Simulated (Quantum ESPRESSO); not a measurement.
## Cr (Chromium): parallel and opposed starts

Aim: find out which collinear order of Cr (Chromium) costs least.

Method: PBE; plane waves with GBRV 1.5 PBE potentials, no spin-orbit coupling, in Quantum ESPRESSO 7.5.

## 1. Starting point

Symmetry: Im-3m, No. 229, cubic system. The conventional cell has a = 2.884 Å, b = 2.884 Å, c = 2.884 Å, α = 90.00°, β = 90.00°, γ = 90.00°. Nearest to Cr lie 8 Cr at 2.50 Å.

The cell comes from the Crystallography Open Database.

## 2. Run 1, typed as ferro +

The signs are those of the starting moments on the seeded atoms, the atoms that are given a moment.

Input file pw.in:

```
&CONTROL
  calculation = 'scf'
  prefix = 'pwscf'
  outdir = './tmp'
  pseudo_dir = './pseudo'
  disk_io = 'nowf'
/
&SYSTEM
  ibrav = 0
  celldm(1) = 8
  nat = 1
  ntyp = 1
  ecutwfc = 40
  ecutrho = 280
  nbnd = 14
  occupations = 'smearing'
  smearing = 'fd'
  degauss = 0.00367493
  nspin = 2
  starting_magnetization(1) = 0.1786
/
&ELECTRONS
  conv_thr = 2d-09
  electron_maxstep = 150
  mixing_beta = 0.3
/
ATOMIC_SPECIES
Cr     51.9961 cr_pbe_v1.5.uspp.F.UPF
CELL_PARAMETERS alat
  -0.3406113231755    0.3406113231755    0.3406113231755
   0.3406113231755   -0.3406113231755    0.3406113231755
   0.3406113231755    0.3406113231755   -0.3406113231755
ATOMIC_POSITIONS crystal
Cr      0.0000000000    0.0000000000    0.0000000000
K_POINTS automatic
16 16 16 0 0 0
```

Launch:

```sh
$ OMP_NUM_THREADS=1 mpirun -n 4 pw.x -nk 4 -in pw.in > pw.out
```

Output:

```text
Program PWSCF v.7.5 starts

     Message from routine setup:
     using ibrav=0 with symmetry is DISCOURAGED, use correct ibrav instead

     K-points division:     npool     =       4
     Subspace diagonalization in iterative solution of the eigenvalue problem:

     G-vector sticks info
     --------------------
     sticks:   dense  smooth     PW     G-vecs:    dense   smooth      PW
     Sum         471     265    117                 6459     2779     791

     Using Slab Decomposition

     bravais-lattice index     =            0
     lattice parameter (alat)  =       8.0000  a.u.
     unit-cell volume          =      80.9296 (a.u.)^3
     number of atoms/cell      =            1
     number of atomic types    =            1
     number of electrons       =        14.00
     number of Kohn-Sham states=           14
     kinetic-energy cutoff     =      40.0000  Ry
     charge density cutoff     =     280.0000  Ry
     scf convergence threshold =      2.0E-09
     mixing beta               =       0.3000
     number of iterations used =            8  plain     mixing
     Exchange-correlation=  SLA  PW   PBX  PBC
                           (   1   4   3   4   0   0   0)

     celldm(1)=   8.000000  celldm(2)=   0.000000  celldm(3)=   0.000000
     celldm(4)=   0.000000  celldm(5)=   0.000000  celldm(6)=   0.000000

     crystal axes: (cart. coord. in units of alat)
               a(1) = (  -0.340611   0.340611   0.340611 )
               a(2) = (   0.340611  -0.340611   0.340611 )
               a(3) = (   0.340611   0.340611  -0.340611 )

     reciprocal axes: (cart. coord. in units 2 pi/alat)
               b(1) = ( -0.000000  1.467949  1.467949 )
               b(2) = (  1.467949 -0.000000  1.467949 )
               b(3) = (  1.467949  1.467949  0.000000 )

     PseudoPot. # 1 for Cr read from file:
     cr_pbe_v1.5.uspp.F.UPF
     Pseudo is Ultrasoft + core correction, Zval = 14.0
     Generated by new atomic code, or converted to UPF format
     Using radial grid of  857 points,  6 beta functions with:
                l(1) =   0
                l(2) =   0
                l(3) =   1
                l(4) =   1
                l(5) =   2
                l(6) =   2
     Q(r) pseudized with  8 coefficients,  rinner =    0.950   0.950   0.950
                                                       0.950   0.950

     atomic species   valence    mass     pseudopotential
     Cr               14.00    51.99610     Cr( 1.00)

     Starting magnetic structure
     atomic species   magnetization
     Cr              0.179

     48 Sym. Ops., with inversion, found

   Cartesian axes

     site n.     atom                  positions (alat units)
         1        Cr     tau(   1) = (   0.0000000   0.0000000   0.0000000  )

     number of k points=   145  Fermi-Dirac smearing, width (Ry)=  0.0037

     Number of k-points >= 100: set verbosity='high' to print them.

     Dense  grid:     6459 G-vectors     FFT dimensions: (  25,  25,  25)

     Smooth grid:     2779 G-vectors     FFT dimensions: (  20,  20,  20)

     Check: negative core charge=   -0.000011
     Generating pointlists ...
     new r_m :   0.2434 (alat units)  1.9469 (a.u.) for type    1

     Initial potential from superposition of free atoms

     starting charge      13.0000, renormalised to      14.0000

     negative rho (up, down):  1.047E-03 7.297E-04
     Starting wfcs are   10 randomized atomic wfcs +    4 random wfcs

     Self-consistent Calculation

     iteration #  1     ecut=    40.00 Ry     beta= 0.30
     Davidson diagonalization with overlap
     ethr =  1.00E-02,  avg # of iterations =  5.1

     negative rho (up, down):  1.149E-03 1.000E-03

     total energy              =    -175.20482183 Ry
     estimated scf accuracy    <       2.21321508 Ry

     total magnetization       =     0.41 Bohr mag/cell
     absolute magnetization    =     0.43 Bohr mag/cell

     iteration #  2     ecut=    40.00 Ry     beta= 0.30
     Davidson diagonalization with overlap
     ethr =  1.00E-02,  avg # of iterations =  1.7

     negative rho (up, down):  1.022E-03 1.099E-03

     total energy              =    -175.44522062 Ry
     estimated scf accuracy    <       0.12066081 Ry

     total magnetization       =     0.53 Bohr mag/cell
     absolute magnetization    =     0.56 Bohr mag/cell

     iteration #  3     ecut=    40.00 Ry     beta= 0.30
     Davidson diagonalization with overlap
     ethr =  8.62E-04,  avg # of iterations =  2.0

     negative rho (up, down):  4.803E-04 1.015E-03

     total energy              =    -175.48125962 Ry
     estimated scf accuracy    <       0.02541464 Ry

     total magnetization       =     0.45 Bohr mag/cell
     absolute magnetization    =     0.47 Bohr mag/cell

     [... further iterations left out ...]

     iteration # 12     ecut=    40.00 Ry     beta= 0.30
     Davidson diagonalization with overlap
     ethr =  1.64E-08,  avg # of iterations =  1.8

     negative rho (up, down):  8.903E-04 8.902E-04

     total energy              =    -175.49273410 Ry
     estimated scf accuracy    <       0.00000022 Ry

     total magnetization       =     0.00 Bohr mag/cell
     absolute magnetization    =     0.00 Bohr mag/cell

     iteration # 13     ecut=    40.00 Ry     beta= 0.30
     Davidson diagonalization with overlap
     ethr =  1.54E-09,  avg # of iterations =  1.5

     negative rho (up, down):  8.903E-04 8.903E-04

     total energy              =    -175.49273416 Ry
     estimated scf accuracy    <          6.0E-09 Ry

     total magnetization       =    -0.00 Bohr mag/cell
     absolute magnetization    =     0.00 Bohr mag/cell

     iteration # 14     ecut=    40.00 Ry     beta= 0.30
     Davidson diagonalization with overlap
     ethr =  4.28E-11,  avg # of iterations =  1.4

     negative rho (up, down):  8.902E-04 8.902E-04

     total energy              =    -175.49273416 Ry
     estimated scf accuracy    <          9.0E-09 Ry

     total magnetization       =    -0.00 Bohr mag/cell
     absolute magnetization    =     0.00 Bohr mag/cell

     iteration # 15     ecut=    40.00 Ry     beta= 0.30
     Davidson diagonalization with overlap
     ethr =  4.28E-11,  avg # of iterations =  1.8

     negative rho (up, down):  8.902E-04 8.902E-04

     Magnetic moment per site  (integrated on atomic sphere of radius R)
     atom   1 (R=0.243)  charge= 12.2443  magn= -0.0000

     End of self-consistent calculation

     Number of k-points >= 100: set verbosity='high' to print the bands.

     the Fermi energy is    18.6280 ev

!    total energy              =    -175.49273417 Ry
     estimated scf accuracy    <          1.6E-12 Ry
     smearing contrib. (-TS)   =      -0.00040240 Ry
     internal energy E=F+TS    =    -175.49233176 Ry

     The total energy is F=E-TS. E is the sum of the following terms:
     one-electron contribution =     -59.60286897 Ry
     hartree contribution      =      37.39689345 Ry
     xc contribution           =     -22.40224663 Ry
     ewald contribution        =    -130.88410961 Ry

     total magnetization       =     0.00 Bohr mag/cell
     absolute magnetization    =     0.00 Bohr mag/cell

     convergence has been achieved in  15 iterations

=------------------------------------------------------------------------------=
   JOB DONE.
=------------------------------------------------------------------------------=
```

Elapsed: 5.2 s, on 4 MPI ranks of AMD EPYC 7R13 (Zen 3), shared host; peak memory 0.25 GiB.

The spin moment in the atom's sphere vanishes on all atoms.

Numbers from this step:

- smearing term TS: 0.005475 eV
- magnetization: 0 μB
- absolute magnetization: 0 μB
- final state: non-magnetic

Valence density in the ac plane of the conventional cell at fractional y = 0.000, with atoms of Cr within 0.2 Å of it. It is the smooth field of the valence electrons, not physical close to the nuclei.

Ten even steps from '0' (0 e/Å³) to '9' (14 e/Å³), each cell a mean:
```
79610000000279
86300000000137
22100000000012
00000000000000
00000000000000
00000000000000
00000000000000
00000000000000
00000000000000
00000000000000
11000000000001
65200000000136
89510000000269
18610000000287
```
Columns run along a (2.9 Å), rows up along c (2.9 Å), edges of the conventional cell, whose origin can differ from the input's. Atoms in or near the plane, at fractional coordinates: Cr at (0.00, 0.00).

## 3. Run 2 (antiferro q=(0,0,1/2) +−)

This order needs a doubled cell of 2 atoms. The wavevector q is in fractions of the reciprocal vectors of the crystal's primitive cell, as the cells of these inputs are built from it; moments change sign between cells as cos(2π q·R).

Input file pw.in:

```
&CONTROL
  calculation = 'scf'
  prefix = 'pwscf'
  outdir = './tmp'
  pseudo_dir = './pseudo'
  disk_io = 'nowf'
/
&SYSTEM
  ibrav = 0
  celldm(1) = 8
  nat = 2
  ntyp = 2
  ecutwfc = 40
  ecutrho = 280
  nbnd = 21
  occupations = 'smearing'
  smearing = 'fd'
  degauss = 0.00367493
  nspin = 2
  starting_magnetization(1) = 0.1786
  starting_magnetization(2) = -0.1786
/
&ELECTRONS
  conv_thr = 4d-09
  electron_maxstep = 150
  mixing_beta = 0.3
/
ATOMIC_SPECIES
Cr1    51.9961 cr_pbe_v1.5.uspp.F.UPF
Cr2    51.9961 cr_pbe_v1.5.uspp.F.UPF
CELL_PARAMETERS alat
  -0.3406113231755    0.3406113231755    0.3406113231755
   0.3406113231755   -0.3406113231755    0.3406113231755
   0.6812226463510    0.6812226463510   -0.6812226463510
ATOMIC_POSITIONS crystal
Cr1     0.0000000000    0.0000000000    0.0000000000
Cr2     0.0000000000    0.0000000000    0.5000000000
K_POINTS automatic
16 16 8 0 0 0
```

Output:

```text
[banner, memory and clock lines left out]
Program PWSCF v.7.5 starts

     Message from routine setup:
     using ibrav=0 with symmetry is DISCOURAGED, use correct ibrav instead

     bravais-lattice index     =            0
     lattice parameter (alat)  =       8.0000  a.u.
     unit-cell volume          =     161.8591 (a.u.)^3
     number of atoms/cell      =            2
     number of atomic types    =            2
     number of electrons       =        28.00
     number of Kohn-Sham states=           21
     kinetic-energy cutoff     =      40.0000  Ry
     charge density cutoff     =     280.0000  Ry
     scf convergence threshold =      4.0E-09
     mixing beta               =       0.3000
     number of iterations used =            8  plain     mixing
     Exchange-correlation=  SLA  PW   PBX  PBC
                           (   1   4   3   4   0   0   0)

     celldm(1)=   8.000000  celldm(2)=   0.000000  celldm(3)=   0.000000
     celldm(4)=   0.000000  celldm(5)=   0.000000  celldm(6)=   0.000000

     crystal axes: (cart. coord. in units of alat)
               a(1) = (  -0.340611   0.340611   0.340611 )
               a(2) = (   0.340611  -0.340611   0.340611 )
               a(3) = (   0.681223   0.681223  -0.681223 )

     reciprocal axes: (cart. coord. in units 2 pi/alat)
               b(1) = ( -0.000000  1.467949  1.467949 )
               b(2) = (  1.467949 -0.000000  1.467949 )
               b(3) = (  0.733974  0.733974  0.000000 )

     PseudoPot. # 1 for Cr read from file:
     cr_pbe_v1.5.uspp.F.UPF
     Pseudo is Ultrasoft + core correction, Zval = 14.0

     PseudoPot. # 2 for Cr read from file:
     cr_pbe_v1.5.uspp.F.UPF
     Pseudo is Ultrasoft + core correction, Zval = 14.0

     atomic species   valence    mass     pseudopotential
     Cr1              14.00    51.99610     Cr( 1.00)
     Cr2              14.00    51.99610     Cr( 1.00)

     Starting magnetic structure
     atomic species   magnetization
     Cr1             0.179
     Cr2            -0.179

      8 Sym. Ops., with inversion, found

   Cartesian axes

     site n.     atom                  positions (alat units)
         1        Cr1    tau(   1) = (   0.0000000   0.0000000   0.0000000  )
         2        Cr2    tau(   2) = (   0.3406113   0.3406113  -0.3406113  )

     number of k points=   333  Fermi-Dirac smearing, width (Ry)=  0.0037

     Number of k-points >= 100: set verbosity='high' to print them.

     Dense  grid:    12839 G-vectors     FFT dimensions: (  25,  25,  54)

     Smooth grid:     5515 G-vectors     FFT dimensions: (  20,  20,  40)

     Check: negative core charge=   -0.000011
     Generating pointlists ...
     new r_m :   0.2434 (alat units)  1.9469 (a.u.) for type    1
     new r_m :   0.2434 (alat units)  1.9469 (a.u.) for type    2

     Initial potential from superposition of free atoms

     starting charge      26.0000, renormalised to      28.0000

     negative rho (up, down):  1.645E-03 1.645E-03
     Starting wfcs are   20 randomized atomic wfcs +    1 random wfcs

     Self-consistent Calculation

     iteration #  1     ecut=    40.00 Ry     beta= 0.30
     Davidson diagonalization with overlap
     ethr =  1.00E-02,  avg # of iterations =  4.1

     negative rho (up, down):  1.979E-03 1.979E-03

     total energy              =    -350.50464649 Ry
     estimated scf accuracy    <       4.16915162 Ry

     total magnetization       =    -0.00 Bohr mag/cell
     absolute magnetization    =     1.51 Bohr mag/cell

     iteration #  2     ecut=    40.00 Ry     beta= 0.30
     Davidson diagonalization with overlap
     ethr =  1.00E-02,  avg # of iterations =  2.0

     negative rho (up, down):  1.994E-03 1.994E-03

     total energy              =    -350.86405791 Ry
     estimated scf accuracy    <       0.28037440 Ry

     total magnetization       =     0.00 Bohr mag/cell
     absolute magnetization    =     2.22 Bohr mag/cell

     [... further iterations left out ...]

     iteration # 17     ecut=    40.00 Ry     beta= 0.30
     Davidson diagonalization with overlap
     ethr =  7.26E-10,  avg # of iterations =  2.8

     negative rho (up, down):  1.649E-03 1.649E-03

     total energy              =    -350.98546832 Ry
     estimated scf accuracy    <          8.8E-09 Ry

     total magnetization       =    -0.00 Bohr mag/cell
     absolute magnetization    =     0.00 Bohr mag/cell

     iteration # 18     ecut=    40.00 Ry     beta= 0.30
     Davidson diagonalization with overlap
     ethr =  3.13E-11,  avg # of iterations =  2.3

     negative rho (up, down):  1.648E-03 1.648E-03

     Magnetic moment per site  (integrated on atomic sphere of radius R)
     atom   1 (R=0.243)  charge= 12.2454  magn=  0.0001
     atom   2 (R=0.243)  charge= 12.2454  magn= -0.0001

     End of self-consistent calculation

     Number of k-points >= 100: set verbosity='high' to print the bands.

     the Fermi energy is    18.6279 ev

!    total energy              =    -350.98546833 Ry
     estimated scf accuracy    <          4.8E-10 Ry
     smearing contrib. (-TS)   =      -0.00080482 Ry
     internal energy E=F+TS    =    -350.98466351 Ry

     The total energy is F=E-TS. E is the sum of the following terms:
     one-electron contribution =    -119.20591889 Ry
     hartree contribution      =      74.79400415 Ry
     xc contribution           =     -44.80452956 Ry
     ewald contribution        =    -261.76821922 Ry

     total magnetization       =    -0.00 Bohr mag/cell
     absolute magnetization    =     0.00 Bohr mag/cell

     convergence has been achieved in  18 iterations
```

It took 36 s on 4 MPI ranks; peak memory 0.43 GiB.

Spin moment in the atom's sphere by atom:

```csv
atom,spin moment in the atom's sphere (μB)
Cr1,0.0001
Cr2,-0.0001
```

Read from the output:

- smearing term TS: 0.01095 eV
- magnetization: 0 μB
- absolute magnetization: 0 μB
- final state: non-magnetic

(Continued in part 2 of 2.)

[Logs and program files are shortened in this print: banners, set-up blocks, solver, clock and traceback lines can be left out without a mark of their own.]

[Logs are printed without paths, hosts, clocks, repeated set-up lines and the standing remarks that a program may print on its own settings, such as how far it seeks lower states.]

[Hosts, paths, dates, database ids (printed as entryN), source tags and the programs' standing remarks are cut or masked in the printed files.]

[Where a cell is said to come from a database of computed structures, the database is the Materials Project.]
